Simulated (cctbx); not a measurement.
# What resolution and counting buy: Li2TiTe4Mo

Space group Pc (no. 7), a = 6.6470 Å, b = 7.0000 Å, c = 10.5050 Å, α = 90.00°, β = 127.67°, γ = 90.00°.

```
atom  mult.       x       y       z  Ueq (Å²)
 Te1      2  0.5091  0.8244  0.2712    0.0051
 Te2      2  0.2564  0.6740  0.5238    0.0036
 Te3      2  0.7667  0.6636  0.0322    0.0061
 Te4      2  0.0032  0.1662  0.2710    0.0149
 Mo1      2  0.8749  0.8323  0.2707    0.0061
 Ti1      2  0.6295  0.3285  0.0195    0.0092
 Li1      2  0.1422  0.6702  0.0294    0.0159
 Li2      2  0.3866  0.1620  0.2731    0.0107
```

The model is made up (kin elements in a known structure type, no relaxation), so it says nothing on whether the phase exists.

Five simulated data sets (cctbx; Ag Kα, λ = 0.56087 Å; 2 % proportional error) differ in resolution or exposure (noise floor 15 counts in the first three, 8 in the last two). Each is refined with the right model, isotropic at 1.1 Å and anisotropic otherwise. How do the figures of merit and the uncertainties move?

```
d min (Å)  top counts  ⟨I/σ⟩ (unmerged, absences included)  unique  param. (scale apart)   Rint      R1  GooF  largest s.u. xyz (fractional)  s.u. U of Li1 (Å²)  largest error (Å)
      1.1       40000                                 17.1     543                    32  0.013  0.0296  2.05                        0.01053              0.0162             0.3319
     0.84       40000                                 15.1    1223                    72  0.017  0.0178  0.96                        0.00658              0.0157             0.0308
      0.6       40000                                 12.7    3341                    72  0.022  0.0229  0.95                        0.00340              0.0043             0.0167
     0.75         300                                  1.1    1697                    72  0.298  0.1176  0.95                        0.03187              0.1589             0.0862
     0.75        3000                                  5.1    1697                    72  0.057  0.0471  0.95                        0.01367              0.0437             0.1125
```

GooF reaches 2.05 where the model lacks something that the data hold (anisotropy at the isotropic level, for one). The s.u. of U for Li1 goes 0.0162, 0.0157, 0.0043 Å² with resolution and 0.1589, 0.0437 Å² with exposure.

The 1.1 Å row also differs in its displacement model, so it isn't a clean test of resolution.

Hardware for the 0.6 Å refinement: 0.94 s on 1 thread of Arm Neoverse N1, on a shared host, peak memory 0.09 GiB.

[Logs are printed without paths, hosts, clocks, repeated set-up lines and the standing remarks that a program may print on its own settings, such as how far it seeks lower states.]
